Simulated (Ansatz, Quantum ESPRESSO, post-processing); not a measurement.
# From contact to tunnelling: vacuum gaps between two Na(100) faces, part 2 of 2

Wanted: T at the Fermi level along a series, and its decay constant, for vacuum gaps between two Na(100) faces.

Quantum ESPRESSO 7.5; plane-wave DFT, LDA, GBRV ultrasoft pseudopotentials; cross-check by Ansatz 0.2.0 with PAW datasets.

So far. Step 9 (Transmission with pwcond.x, 7 Å): T goes from 0.130 to 0.0389, a factor of 3.3. Step 10 (The same in Ansatz, 7 Å): Ansatz finds T = 0.0384 against pwcond's 0.0389.

## (12) Transmission with pwcond.x, 8 Å

j3.cond.in

```
&inputcond
  outdir = './out'
  prefixt = 'j3.scf'
  tran_file = 'j3.cond.dat'
  bdl = 1.0000000000
  bds = 9.4047619048
  ikind = 1
  ewind = 4.0
  epsproj = 1e-05
  nz1 = 7
  energy0 = 0.4
  denergy = -0.4
/
15
  0.00000000 0.00000000 0.01562500
  0.00000000 0.12500000 0.06250000
  0.00000000 0.25000000 0.06250000
  0.00000000 0.37500000 0.06250000
  0.00000000 0.50000000 0.03125000
  0.12500000 0.12500000 0.06250000
  0.12500000 0.25000000 0.12500000
  0.12500000 0.37500000 0.12500000
  0.12500000 0.50000000 0.06250000
  0.25000000 0.25000000 0.06250000
  0.25000000 0.37500000 0.12500000
  0.25000000 0.50000000 0.06250000
  0.37500000 0.37500000 0.06250000
  0.37500000 0.50000000 0.06250000
  0.50000000 0.50000000 0.01562500
3
```

On the command line:

```console
> OMP_NUM_THREADS=1 mpirun -n 4 pwcond.x -in j3.cond.in > j3.cond.out
```

Run time: 2.1 min. Hardware: 4 MPI ranks of Arm Neoverse V2, shared host; peak memory 0.35 GiB; 8.6 min of CPU time.

This step gave:

- transmission at the Fermi level, one spin: 0.009482
- conductance: 0.009482 G₀

Per spin; mean over the k mesh across the current. Transmission, zone mean against energy, zero at the Fermi level:

```csv
energy (eV),"transmission, zone mean"
-0.400,0.00358
0.000,0.00948
0.400,0.0234
```

T goes from 0.0389 to 0.00948, a factor of 4.1.

## (13) The same in Ansatz, 8 Å

Level of this step: plane-wave DFT, LDA, Ansatz PAW (Ansatz 0.2.0).

input.yaml

```yaml
crystal:
  lattice:
    - [4.2, 0.0, 0.0]
    - [0.0, 4.2, 0.0]
    - [0.0, 0.0, 39.5]
  atoms:
    - { symbol: Na, position: [0.0, 0.0, 0.0] }
    - { symbol: Na, position: [0.5, 0.5, 0.053164557] }
    - { symbol: Na, position: [0.0, 0.0, 0.1063291139] }
    - { symbol: Na, position: [0.5, 0.5, 0.1594936709] }
    - { symbol: Na, position: [0.0, 0.0, 0.2126582278] }
    - { symbol: Na, position: [0.5, 0.5, 0.2658227848] }
    - { symbol: Na, position: [0.0, 0.0, 0.3189873418] }
    - { symbol: Na, position: [0.5, 0.5, 0.3721518987] }
    - { symbol: Na, position: [0.0, 0.0, 0.5746835443] }
    - { symbol: Na, position: [0.5, 0.5, 0.6278481013] }
    - { symbol: Na, position: [0.0, 0.0, 0.6810126582] }
    - { symbol: Na, position: [0.5, 0.5, 0.7341772152] }
    - { symbol: Na, position: [0.0, 0.0, 0.7873417722] }
    - { symbol: Na, position: [0.5, 0.5, 0.8405063291] }
    - { symbol: Na, position: [0.0, 0.0, 0.8936708861] }
    - { symbol: Na, position: [0.5, 0.5, 0.946835443] }
kpoints:
  mp_grid: { grid: [6, 6, 1] }
hamiltonian:
  xc: lda
scf:
  occupations: { method: fermi_dirac, width: 0.1 }
  convergence: { dr2_threshold: 1.0e-08 }
output:
  transmission: { leads: [[0, 2]], e_range: [-0.4, 0.4], de: 0.4, kmesh: [8, 8] }
  write_potential: true
  write_density: true
  volumetric_format: npy
```

On the command line:

```console
> ansatz run input.yaml --threads 4 --pin off --max-ram 8192MiB --backend cpu --events-out ev --progress --plain --runs-dir out
```

Wall time 42 s (4 threads); peak memory 1.5 GiB.

This step gave:

| Quantity | Value |
| --- | --- |
| free energy | -23465.1564 eV |
| energy at zero smearing | -23465.0250 eV |
| smearing term TS | 0.2628 eV |
| Fermi energy | 0.9493 eV |
| transmission at the Fermi level, one spin | 0.009350 |
| step of the lead's Hamiltonian over a period | 21.6 meV |

Per spin; mean over the k mesh across the current. Table of transmission, zone mean by energy, zero at the Fermi level:

```
energy (eV)  transmission, zone mean
     -0.400                  0.00363
      0.000                  0.00935
      0.400                   0.0231
```

Ansatz finds T = 0.00935 against pwcond's 0.00948.

## (14) Self-consistent run, 9 Å

Level of this step: plane-wave DFT, LDA, GBRV ultrasoft pseudopotentials (Quantum ESPRESSO 7.5).

j4.scf.in

```
&control
  prefix = 'j4.scf'
  outdir = './out'
  pseudo_dir = './pseudo'
  calculation = 'scf'
  tprnfor = .true.
/
&system
  ibrav = 0
  nat = 16
  ntyp = 1
  ecutwfc = 40
  ecutrho = 200
  occupations = 'smearing'
  smearing = 'mv'
  degauss = 0.01
/
&electrons
  conv_thr = 1e-07
  mixing_beta = 0.25
  electron_maxstep = 120
  mixing_mode = 'local-TF'
/
ATOMIC_SPECIES
  Na  22.9898  na_lda_v1.5.uspp.F.UPF
CELL_PARAMETERS angstrom
  4.20000000000000 0.00000000000000 0.00000000000000
  0.00000000000000 4.20000000000000 0.00000000000000
  0.00000000000000 0.00000000000000 40.50000000000000
ATOMIC_POSITIONS crystal
  Na  0.000000000000 0.000000000000 0.000000000000
  Na  0.500000000000 0.500000000000 0.051851851852
  Na  0.000000000000 0.000000000000 0.103703703704
  Na  0.500000000000 0.500000000000 0.155555555556
  Na  0.000000000000 0.000000000000 0.207407407407
  Na  0.500000000000 0.500000000000 0.259259259259
  Na  0.000000000000 0.000000000000 0.311111111111
  Na  0.500000000000 0.500000000000 0.362962962963
  Na  0.000000000000 0.000000000000 0.585185185185
  Na  0.500000000000 0.500000000000 0.637037037037
  Na  0.000000000000 0.000000000000 0.688888888889
  Na  0.500000000000 0.500000000000 0.740740740741
  Na  0.000000000000 0.000000000000 0.792592592593
  Na  0.500000000000 0.500000000000 0.844444444444
  Na  0.000000000000 0.000000000000 0.896296296296
  Na  0.500000000000 0.500000000000 0.948148148148
K_POINTS automatic
  6 6 1 0 0 0
```

On the command line:

```console
> OMP_NUM_THREADS=1 mpirun -n 4 pw.x -nk 2 -in j4.scf.in > j4.scf.out
```

The job ended after 1.8 min (4 MPI ranks; peak memory 1.3 GiB).

This step gave:

```
free energy  : -20708.3320 eV
Fermi energy : 0.7283 eV
```

## (15) Transmission with pwcond.x, 9 Å

j4.cond.in, as its differences from the input of step 12:

```diff
@@ -2,6 +2,6 @@
   outdir = './out'
-  prefixt = 'j3.scf'
-  tran_file = 'j3.cond.dat'
+  prefixt = 'j4.scf'
+  tran_file = 'j4.cond.dat'
   bdl = 1.0000000000
-  bds = 9.4047619048
+  bds = 9.6428571429
   ikind = 1
```

On the command line:

```console
> OMP_NUM_THREADS=1 mpirun -n 4 pwcond.x -in j4.cond.in > j4.cond.out
```

Run time: 2 min. Hardware: 4 MPI ranks; peak memory 0.34 GiB; 8 min of CPU time.

Read from the output:

```
transmission at the Fermi level, one spin : 0.001997
conductance                               : 0.001997 G₀
```

Per spin; mean over the k mesh across the current. Transmission, zone mean against energy, zero at the Fermi level:

| energy (eV) | transmission, zone mean |
| --- | --- |
| -0.400 | 6.7e-4 |
| 0.000 | 0.00200 |
| 0.400 | 0.00576 |

T goes from 0.00948 to 0.00200, a factor of 4.7.

## (16) Cross-check with Ansatz, 9 Å

Level of this step: plane-wave DFT, LDA, Ansatz PAW (Ansatz 0.2.0).

input.yaml, the sections that differ from step 13:

```yaml
crystal:
  lattice:
    - [4.2, 0.0, 0.0]
    - [0.0, 4.2, 0.0]
    - [0.0, 0.0, 40.5]
  atoms:
    - { symbol: Na, position: [0.0, 0.0, 0.0] }
    - { symbol: Na, position: [0.5, 0.5, 0.0518518519] }
    - { symbol: Na, position: [0.0, 0.0, 0.1037037037] }
    - { symbol: Na, position: [0.5, 0.5, 0.1555555556] }
    - { symbol: Na, position: [0.0, 0.0, 0.2074074074] }
    - { symbol: Na, position: [0.5, 0.5, 0.2592592593] }
    - { symbol: Na, position: [0.0, 0.0, 0.3111111111] }
    - { symbol: Na, position: [0.5, 0.5, 0.362962963] }
    - { symbol: Na, position: [0.0, 0.0, 0.5851851852] }
    - { symbol: Na, position: [0.5, 0.5, 0.637037037] }
    - { symbol: Na, position: [0.0, 0.0, 0.6888888889] }
    - { symbol: Na, position: [0.5, 0.5, 0.7407407407] }
    - { symbol: Na, position: [0.0, 0.0, 0.7925925926] }
    - { symbol: Na, position: [0.5, 0.5, 0.8444444444] }
    - { symbol: Na, position: [0.0, 0.0, 0.8962962963] }
    - { symbol: Na, position: [0.5, 0.5, 0.9481481481] }
# kpoints, hamiltonian, scf, output: as in step 13
```

On the command line:

```console
> ansatz run input.yaml --threads 4 --pin off --max-ram 8192MiB --backend cpu --events-out ev --progress --plain --runs-dir out
```

The job ended after 43 s (4 threads; peak memory 1.7 GiB; 2.7 min of CPU time).

This step gave:

| Property | Result |
| --- | --- |
| free energy | -23465.1558 eV |
| energy at zero smearing | -23465.0255 eV |
| smearing term TS | 0.2606 eV |
| Fermi energy | 0.8592 eV |
| transmission at the Fermi level, one spin | 0.002004 |

Per spin; mean over the k mesh across the current. Table of transmission, zone mean by energy, zero at the Fermi level:

```
energy (eV)  transmission, zone mean
     -0.400                   6.8e-4
      0.000                  0.00200
      0.400                  0.00578
```

Ansatz finds T = 0.00200 against pwcond's 0.00200.

## (17) The series side by side

All levels:

```csv
level,T by pwcond,T by Ansatz,lead channels,CPU time (s)
5 Å,0.3224,0.3195,1.078,785.8
6 Å,0.1296,0.1271,1.078,810.5
7 Å,0.03889,0.03841,1.078,880.5
8 Å,0.009482,0.00935,1.078,927.4
9 Å,0.001997,0.002004,1.078,900.8
```

## (18) The arithmetic

For the narrowest barrier, the Landauer sum over the mesh, Σ w T = 0.1250 × 0.538 + 0.0625 × 0.744 + 0.0625 × 0.699 + … = 0.3224.

G = 0.322 × 77.48 µS = 25 µS a cell. Times the area of 17.640 Å², the resistance-area product is A/G = 7.06 fΩ m², the leads' contact resistance included.

Free electrons at 1 an atom (2 atoms in 74.1 Å³) have k_F = 0.928 1/Å and offer A k_F²/4π = 1.21 channels per spin; the lead has 1.08 on this mesh.

κ = ln(T₁/T₂)/(2Δd) = ln(0.009482/0.001997)/(2 × 1 Å) = 0.78 1/Å.

## (19) Results

- conductance a cell at 5 Å: 0.322 G₀
- conductance a cell at 6 Å: 0.130 G₀
- conductance a cell at 7 Å: 0.0389 G₀
- conductance a cell at 8 Å: 0.00948 G₀
- conductance a cell at 9 Å: 0.00200 G₀
- fall of ln T per Å over the last interval: 1.56

In words: The conductance goes from 0.322 G₀ at 5 Å to 0.00200 G₀ at 9 Å (LDA, GBRV ultrasoft). Interval by interval ln T falls by 0.91, 1.20, 1.41 and 1.56 per Å. The last interval gives κ = 0.78 1/Å in T ∝ exp(−2κd), an apparent barrier of (κ/0.512)² = 2.3 eV. Ansatz follows the series within a factor of 1.02. Points with over 2.5 times the mean carry up to 65 % of T, so the means lean on few points, and the mesh was not tested. The geometries are as built, not relaxed, and the leads are short. Semilocal functionals lack the image potential in a vacuum gap.

[Logs are printed without paths, hosts, clocks, repeated set-up lines and the standing remarks that a program may print on its own settings, such as how far it seeks lower states.]

[Hosts, paths, dates, database ids (printed as entryN), source tags and the programs' standing remarks are cut or masked in the printed files.]

[Maps of the electrostatic potential energy from Ansatz leave out the sawtooth potential of an applied field or a dipole correction, so their vacuum need not be flat; planar profiles and work functions include it.]
